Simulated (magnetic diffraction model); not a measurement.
# Which magnetic order? NaCrGe2S6

Space group C2/c (no. 15), a = 11.8200 Å, b = 10.7940 Å, c = 6.6560 Å, β = 105.55°.

```csv
site,atom,x,y,z
8f,Ge,0.7932,0.3986,0.7315
4e,Cr,0,0.0894,3/4
8f,S,0.8604,0.4905,0.5117
8f,S,0.8599,0.2263,0.8077
8f,S,0.5998,0.4203,0.6196
4e,Na,0,0.3071,1/4
```

This is a made-up structure (elements placed in a structure type, unrelaxed), so the numbers test the method and describe no known phase.

Only Cr is taken to order (form factors of Cr3+); orders and moment sizes are assumed, and not adapted to the symmetry. Radiation: neutrons of λ = 2.0775 Å, 1.5° to 40°; isotropic B of 0.34 Å² (Ge), 0.44 Å² (Cr), 0.46 Å² (S) and 0.51 Å² (Na). The intensities are simulated: I ∝ L Σ (|F_N|² + |F_M⊥|²) for unpolarised neutrons, with F_M = 2.695 fm/μB × Σ f(s) S exp(2πi Q·r) exp(−B s²) at Q = H ± k (one set where k and −k are equivalent), only the part normal to Q counting and L = 1/(sin²θ cos θ). For a modulated order the moment at position r is S exp(−2πi k·r) + c.c., with S = m/2 for a sine wave of amplitude m and S = m(u + iv)/2 for moments turning in a plane, u and v being orthogonal unit vectors in it; the phase factor of the sum at Q = H + k is then exp(2πi H·r). Form factors are spin-only for 3d ions and dipole or tabulated for f ions, scattering lengths are Sears's of 1992, and absorption is left out. A label names one of the reflections at its angle. The strongest nuclear line in the range is 100, and lines under 0.2 are left out.

Above the ordering temperature:

```
2θ (°)     index      I
 15.24   (1 1 0)    0.8
 21.02   (2 0 0)   17.0
 21.84  (1 1 -1)    9.9
 22.19   (0 2 0)   14.4
 26.30   (1 1 1)    1.8
 29.14   (0 2 1)   48.7
 30.76   (2 2 0)    6.0
 33.01  (2 2 -1)  100.0
 33.73   (3 1 0)   53.7
 34.23  (3 1 -1)   39.4
 37.81   (0 0 2)   50.4
 38.10  (2 0 -2)   17.2
 38.13  (1 1 -2)    5.0
 38.74  (1 3 -1)   19.4
 39.18   (2 2 1)   56.1
```

Below it (cell unchanged):

```tsv
2θ (°)	I
4.64	79.2
15.09	4.7
15.24	0.8
16.75	4.5
18.70	1.6
20.27	3.7
21.02	17.0
21.84	9.9
22.19	14.4
22.57	1.2
22.75	2.8
25.49	1.0
26.30	1.8
26.31	0.9
29.14	48.7
30.23	0.2
30.34	0.7
30.76	6.0
31.40	1.0
31.99	0.2
32.45	1.0
32.83	1.4
32.94	1.1
33.01	100.0
33.09	0.6
33.71	1.4
33.73	53.7
34.09	1.0
34.23	39.4
35.22	0.9
35.26	1.2
35.99	0.5
36.29	0.9
36.96	0.3
37.81	50.4
38.10	17.2
```
(The table stops after 36 lines; 6 more lie at higher angle.)

**Question.** Find the propagation vector, then choose among these models:
A. moments turning in the plane of [010] and [001], 2.55 μB on Cr; signs + at (0, 0.0894, 3/4), + at (0, 0.9106, 1/4)
B. a sine wave with moments along [010] (amplitudes given), 2.55 μB on Cr; signs + at (0, 0.0894, 3/4), + at (0, 0.9106, 1/4)
C. moments turning in the plane of [001] and [100], 2.55 μB on Cr; signs + at (0, 0.0894, 3/4), + at (0, 0.9106, 1/4)
D. moments turning in the plane of [100] and [010], 2.55 μB on Cr; signs + at (0, 0.0894, 3/4), + at (0, 0.9106, 1/4)

The new lines index as (0 0 1/4) at 4.64°, (1 1 -1/4) at 15.09°, (1 1 1/4) at 16.75° and (1 1 -3/4) at 18.70°, that is as H ± k with k = (0 0 1/4). Satellites come in pairs about each point of the reciprocal lattice.

Magnetic intensity, observed (below minus above) and for each model:

| 2θ (°) | index | observed | A | B | C | D |
| --- | --- | --- | --- | --- | --- | --- |
| 4.64 | (0 0 1/4) | 79.2 | 84.9 | 79.2 | 79.2 | 158.4 |
| 15.09 | (1 1 -1/4) | 4.7 | 13.8 | 4.7 | 15.5 | 10.2 |
| 16.75 | (1 1 1/4) | 4.5 | 12.0 | 4.5 | 11.5 | 9.6 |
| 20.27 | (2 0 -1/4) | 3.7 | 7.2 | 3.7 | 3.7 | 3.7 |
| 22.75 | (2 0 1/4) | 2.8 | 5.5 | 2.8 | 2.8 | 3.4 |
| 26.31 | (0 2 3/4) | 0.9 | 3.3 | 0.9 | 5.6 | 4.2 |
| 31.40 | (2 2 -3/4) | 1.0 | 2.7 | 1.0 | 3.1 | 2.2 |
| 36.96 | (1 3 -3/4) | 0.3 | 1.7 | 0.3 | 3.0 | 1.8 |

Model B matches.

The structure used: k = (0 0 1/4), a sine wave with moments along [010] (amplitudes given), 2.55 μB on Cr; signs + at (0, 0.0894, 3/4), + at (0, 0.9106, 1/4).

[Logs are printed without paths, hosts, clocks, repeated set-up lines and the standing remarks that a program may print on its own settings, such as how far it seeks lower states.]
